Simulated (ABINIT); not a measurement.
# TiO2 (Rutile): G0W0 with ABINIT, start to end

Aim: the G0W0 gap of TiO2 (Rutile) on LDA, step by step.

Main program and level: ABINIT 10.8.3; LDA and many-body steps on it, plane waves.

**Experimental background.**

- Gap 3.05 eV: band gap; bulk crystal (literature experimental value) (quoted in “Hydrogen related defects in titanium dioxide at the interface to palladium”, 2021, arxiv:2112.05953).

- Gap 3.03 eV: experimental band gap, quoted; bulk crystal (quoted in “Polaron-induced phonon localization and stiffening in rutile TiO2”, 2016, arxiv:1612.05679).

- Gap 3.28 eV: optical bandgap after anatase to rutile transformation; spectroscopic ellipsometry; film (polycrystalline sol-gel film on Si(100), annealed at high temperature below 800 °C) (“Photocatalytic Performance of Sol-Gel Prepared TiO2 Thin Films Annealed at Various Temperatures”, 2023, pmc:10419699).

- Gap 3.09 ± 0.06 eV: optical gap from Tauc plot assuming indirect allowed transition; UV/vis diffuse reflectance, Kubelka-Munk and Tauc analysis; film (30 nm ALD shell on quartz particles, grown at 200 C, annealed in air at 500 C; rutile-rich with some anatase) on SiO2 (quartz particles) (“Defect-Mediated Crystallization of the Particulate TiO2 Photocatalyst Grown by Atomic Layer Deposition”, 2024, pmc:11726664).

## (1) Starting point

Symmetry: P4_2/mnm, No. 136, tetragonal system. Conventional cell: a = 4.592 Å, b = 4.592 Å, c = 2.957 Å, α = 90.00°, β = 90.00°, γ = 90.00°. Nearest to Ti lie 6 O at 1.95 to 1.98 Å. Nearest to O lie 3 Ti at 1.95 to 1.98 Å. Farther neighbours and most contacts between anions are not listed.

The cell and positions come from the Crystallography Open Database and are kept as given unless a step says otherwise.

## (2) Ground state

This step: ABINIT 10.8.3; DFT, LDA, plane waves, norm-conserving pseudopotentials.

The ground-state density comes first.

run.abi

```
acell 3*1.0 Angstrom
rprim 
  4.592200000000 0.000000000000 0.000000000000
  0.000000000000 4.592200000000 0.000000000000
  0.000000000000 0.000000000000 2.957400000000
ntypat 2
znucl 22 8
natom 6
typat 1 1 2 2 2 2
xred 
  0.000000000000 0.000000000000 0.000000000000
  0.500000000000 0.500000000000 0.500000000000
  0.304960000000 0.304960000000 0.000000000000
  0.195040000000 0.804960000000 0.500000000000
  0.695040000000 0.695040000000 0.000000000000
  0.804960000000 0.195040000000 0.500000000000
pp_dirpath "pseudos"
pseudos "Ti.upf, O.upf"
ecut 38
ngkpt 4 4 8
nshiftk 1
shiftk 0 0 0
kptopt 1
chksymbreak 0
nband 31
occopt 1
tolvrs 1e-10
nstep 60
prtwf 0
optforces 0
optstress 0
indata_prefix "in"
outdata_prefix "out"
tmpdata_prefix "tmp"
```

Launch:

```bash
OMP_NUM_THREADS=1 mpirun -n 4 abinit run.abi > log
```

Numbers of over 12 decimals in the logs are rounded to 6 here.

What it wrote:

```text
.Version 10.8.3 of ABINIT. v10.8.2 released Aug 2026.

 Symmetries : space group P4_2/m n m (#136); Bravais tP (primitive tetrag.)
================================================================================
 Values of the parameters that define the memory need of the present run
     intxc =       0    ionmov =       0      iscf =       7    lmnmax =       6
     lnmax =       6     mgfft =      50  mpssoang =       3    mqgrid =    3001
     natom =       6  nloc_mem =       1    nspden =       1   nspinor =       1
    nsppol =       1      nsym =      16    n1xccc =    2501    ntypat =       2
    occopt =       1   xclevel =       1
-    mband =          31        mffmem =           1         mkmem =           8
       mpw =        4726          nfft =       80000          nkpt =          30
================================================================================
  Rough estimation (10% accuracy) of disk space for files :
================================================================================

--------------------------------------------------------------------------------
------------- Echo of variables that govern the present computation ------------
--------------------------------------------------------------------------------
 -outvars: echo values of preprocessed input variables --------
            acell      1.8897261259E+00  1.8897261259E+00  1.8897261259E+00 Bohr

      chksymbreak           0
             ecut      3.80000000E+01 Hartree
-          fftalg         312

              ixc       -1012
              kpt      0.00000000E+00  0.00000000E+00  0.00000000E+00
                       2.50000000E-01  0.00000000E+00  0.00000000E+00
                       5.00000000E-01  0.00000000E+00  0.00000000E+00
                       2.50000000E-01  2.50000000E-01  0.00000000E+00
                       5.00000000E-01  2.50000000E-01  0.00000000E+00
                       5.00000000E-01  5.00000000E-01  0.00000000E+00
                       0.00000000E+00  0.00000000E+00  1.25000000E-01
                       2.50000000E-01  0.00000000E+00  1.25000000E-01
                       5.00000000E-01  0.00000000E+00  1.25000000E-01
   [... 19 further rows ...]
                       5.00000000E-01  2.50000000E-01  5.00000000E-01
                       5.00000000E-01  5.00000000E-01  5.00000000E-01
         kptrlatt        4    0    0      0    4    0      0    0    8
          kptrlen      3.47120013E+01
P           mkmem           8
            natom           6
            nband          31
            ngfft          50      50      32
             nkpt          30
            nstep          60
             nsym          16
           ntypat           2
              occ      2.000000  2.000000  2.000000  2.000000  2.000000  2.000000
                       2.000000  2.000000  2.000000  2.000000  2.000000  2.000000
                       2.000000  2.000000  2.000000  2.000000  2.000000  2.000000
                       2.000000  2.000000  2.000000  2.000000  2.000000  2.000000
                       0.000000  0.000000  0.000000  0.000000  0.000000  0.000000
                       0.000000
        optforces           0
        optstress           0
            prtwf           0
            rprim      4.5922000000E+00  0.0000000000E+00  0.0000000000E+00
[...]
spgroup         136

           tolvrs      1.00000000E-10

             xred      0.0000000000E+00  0.0000000000E+00  0.0000000000E+00
[...]
znucl       22.00000    8.00000

================================================================================

 chkinp: Checking input parameters for consistency.

================================================================================
== DATASET  1 ==================================================================
-   mpi_nproc: 4, omp_nthreads: 1 (-1 if OMP is not activated)

--- !DatasetInfo
iteration_state: {dtset: 1, }
dimensions: {natom: 6, nkpt: 30, mband: 31, nsppol: 1, nspinor: 1, nspden: 1, mpw: 4726, }
cutoff_energies: {ecut:  38.0, pawecutdg:  -1.0, }
electrons: {nelect:   4.80000000E+01, charge:   0.00000000E+00, occopt:   1.00000000E+00, tsmear:   1.00000000E-02, }

 Real(R)+Recip(G) space primitive vectors, cartesian coordinates (Bohr,Bohr^-1):
 R(1)=  8.6780003  0.0000000  0.0000000  G(1)=  0.1152339  0.0000000  0.0000000
 R(2)=  0.0000000  8.6780003  0.0000000  G(2)=  0.0000000  0.1152339  0.0000000
 R(3)=  0.0000000  0.0000000  5.5886760  G(3)=  0.0000000  0.0000000  0.1789333
 Unit cell volume ucvol=  4.2087028E+02 bohr^3
 Angles (23,13,12)=  9.00000000E+01  9.00000000E+01  9.00000000E+01 degrees

 getcut: wavevector=  0.0000  0.0000  0.0000  ngfft=  50  50  32
         ecut(hartree)=     38.000   => boxcut(ratio)=   2.06340

--- Pseudopotential description ------------------------------------------------
- Ti Generated using ONCVPSP code by D. R. Hamann
- 22.00000  12.00000  180309                  znucl, zion, pspdat
12 -1012 2 -1 1568                            pspcod,pspxc,lmax,lloc,mmax
     nproj     2     2     2
  pspatm : epsatm=   14.84363209
         --- l  ekb(1:nproj) -->
[...]
pspatm: atomic psp has been read  and splines computed

- O Generated using ONCVPSP code by D. R. Hamann
-  8.00000   6.00000  201201                  znucl, zion, pspdat
12 -1012 2 -1 926                             pspcod,pspxc,lmax,lloc,mmax
     nproj     2     2     1
  pspatm : epsatm=    6.27558587
         --- l  ekb(1:nproj) -->
[...]
2   -1.033686
 pspatm: atomic psp has been read  and splines computed

   2.62990117E+03                                ecore*ucvol(ha*bohr**3)
--------------------------------------------------------------------------------

_setup2: Arith. and geom. avg. npw (full set) are    4710.164    4710.145

================================================================================

--- !BeginCycle
iteration_state: {dtset: 1, }
solver: {iscf: 7, nstep: 60, nline: 4, wfoptalg: 0, }
tolerances: {tolvrs: 1.00E-10, }

     iter   Etot(hartree)      deltaE(h)  residm     vres2
 ETOT  1  -184.14975049750    -1.841E+02 1.772E-01 2.364E+03
 ETOT  2  -168.87495081674     1.527E+01 1.008E-01 4.366E+04
 ETOT  3  -184.96089467180    -1.609E+01 5.260E-02 5.037E+02
 ETOT  4  -185.00257338925    -4.168E-02 3.629E-02 3.516E+02
 ETOT  5  -185.04960813951    -4.703E-02 6.378E-03 1.592E+02
 ETOT  6  -185.08540111802    -3.579E-02 4.822E-03 3.904E+01
 ETOT  7  -185.09602370781    -1.062E-02 5.353E-03 7.970E-01
 ETOT  8  -185.09623902053    -2.153E-04 1.872E-03 9.347E-02
 ETOT  9  -185.09626992130    -3.090E-05 3.988E-03 9.704E-04
 ETOT 10  -185.09627001954    -9.824E-08 1.074E-03 9.129E-04
 ETOT 11  -185.09627033271    -3.132E-07 2.099E-03 2.220E-05
 ETOT 12  -185.09627033872    -6.014E-09 5.318E-04 1.089E-06
 ETOT 13  -185.09627033920    -4.815E-10 9.105E-04 2.115E-07
 ETOT 14  -185.09627033930    -9.470E-11 6.333E-04 2.887E-09
 ETOT 15  -185.09627033929     6.793E-12 5.851E-04 2.424E-10
 ETOT 16  -185.09627033929    -1.904E-12 6.810E-04 5.818E-11

 At SCF step   16       vres2   =  5.82E-11 < tolvrs=  1.00E-10 =>converged.

--- !ResultsGS
iteration_state: {dtset: 1, }
comment   : Summary of ground state results
lattice_vectors:
- [  8.6780003,   0.0000000,   0.0000000, ]
- [  0.0000000,   8.6780003,   0.0000000, ]
- [  0.0000000,   0.0000000,   5.5886760, ]
lattice_lengths: [   8.67800,    8.67800,    5.58868, ]
lattice_angles: [ 90.000,  90.000,  90.000, ] # degrees, (23, 13, 12)
lattice_volume:   4.2087028E+02
convergence: {deltae: -1.904E-12, res2:  5.818E-11, residm:  6.810E-04, diffor:  0.000E+00, }
etotal    :  -1.85096270E+02
entropy   :   0.00000000E+00
fermie    :   1.92991521E-01
cartesian_stress_tensor: null
pressure_GPa: null
xred      :
- [  0.0000E+00,   0.0000E+00,   0.0000E+00, Ti]
- [  5.0000E-01,   5.0000E-01,   5.0000E-01, Ti]
- [  3.0496E-01,   3.0496E-01,   0.0000E+00,  O]
- [  1.9504E-01,   8.0496E-01,   5.0000E-01,  O]
- [  6.9504E-01,   6.9504E-01,   0.0000E+00,  O]
- [  8.0496E-01,   1.9504E-01,   5.0000E-01,  O]
cartesian_forces: null
force_length_stats: {min: null, max: null, mean: null, }

 Integrated electronic density in atomic spheres:
 ------------------------------------------------
 Atom  Sphere_radius  Integrated_density
[...]
================================================================================

 ----iterations are completed or convergence reached----

 Mean square residual over all n,k,spin=   15.652E-07; max=  68.100E-05
 reduced coordinates (array xred) for    6 atoms
[...]
0.500000000000      0.500000000000      0.500000000000
       0.304960000000      0.304960000000      0.000000000000
       0.195040000000      0.804960000000      0.500000000000
       0.695040000000      0.695040000000      0.000000000000
       0.804960000000      0.195040000000      0.500000000000
 rms dE/dt=  0.0000E+00; max dE/dt=  0.0000E+00; dE/dt below (all hartree)
    1       0.000000000000      0.000000000000      0.000000000000
    2       0.000000000000      0.000000000000      0.000000000000
    3       0.000000000000      0.000000000000      0.000000000000
    4       0.000000000000      0.000000000000      0.000000000000
    5       0.000000000000      0.000000000000      0.000000000000
    6       0.000000000000      0.000000000000      0.000000000000

 cartesian coordinates (angstrom) at end:
    1      0.000000     0.000000     0.000000
    2      2.296100     2.296100     1.478700
    3      1.400437     1.400437     0.000000
    4      0.895663     3.696537     1.478700
    5      3.191763     3.191763     0.000000
    6      3.696537     0.895663     1.478700
 length scales=  1.889726125908  1.889726125908  1.889726125908 bohr
              =  1.000000000000  1.000000000000  1.000000000000 angstroms
 prteigrs : about to open file out_EIG
 Fermi (or HOMO) energy (hartree) =   0.19299   Average Vxc (hartree)=  -0.44434
 Eigenvalues (hartree) for nkpt=  30  k points:
 kpt#   1, nband= 31, wtk=  0.00781, kpt=  0.0000  0.0000  0.0000 (reduced coord)
  -1.87422   -1.87354   -1.01618   -1.01618   -1.00991   -1.00991   -1.00873   -1.00741
  -0.46454   -0.41946   -0.39074   -0.39074   -0.02203   -0.00592    0.00828    0.05131
   0.05131    0.09788    0.09788    0.11941    0.16686    0.17616    0.17616    0.19299
   0.26046    0.27087    0.28073    0.28421    0.28421    0.35810    0.36264
 prteigrs : prtvol=0 or 1, do not print more k-points.

--- !EnergyTerms
iteration_state     : {dtset: 1, }
comment             : Components of total free energy in Hartree
kinetic             :  8.98938655227943E+01
hartree             :  4.24338808458528E+01
xc                  : -3.36852396652810E+01
Ewald energy        : -1.32190796511257E+02
psp_core            :  6.24872149725221E+00
local_psp           : -1.48456484617139E+02
non_local_psp       : -9.34021741151340E+00
total_energy        : -1.85096270339292E+02
total_energy_eV     : -5.03672610489298E+03
band_energy         : -2.09357957083935E+01

== END DATASET(S) ==============================================================
================================================================================

 -outvars: echo values of variables after computation  --------
           etotal     -1.8509627034E+02
            nband          31
             nkpt          30
          spgroup         136
 [... the other variables as echoed above ...]

 Calculation completed.
```

Run time: 72 s. Hardware: 4 MPI ranks of Arm Neoverse V1, shared host; peak memory 0.36 GiB; 4.8 min of CPU time.

This step gave:

- total energy: -5036.7261 eV
- gap: 1.836 eV
- k of the valence top: 0, 0, 0
- k of the conduction bottom: 0, 0, 0
- least direct gap: 1.836 eV

The gap is direct, at Γ.

[end of part 1 of 3]

[Paths, hosts, dates, memory and timing lines, banners, echoed tables and standing remarks are left out of the program output.]

[Logs are printed without paths, hosts, clocks, repeated set-up lines and the standing remarks that a program may print on its own settings, such as how far it seeks lower states.]

[Runs of the session that timed out or met a known fault of the program may be left out.]

[Hosts, paths, dates, database ids (printed as entryN), source tags and the programs' standing remarks are cut or masked in the printed files.]

[G0W0 gaps are taken among the corrected bands and points alone; a level outside them can change the order at an edge.]

[Where Ansatz stands beside ABINIT at settings called matched, ABINIT's density can come from a denser mesh and the files from another edition; pairs whose starting gaps differed by over 0.03 eV were left out, so agreement reads better than it is.]
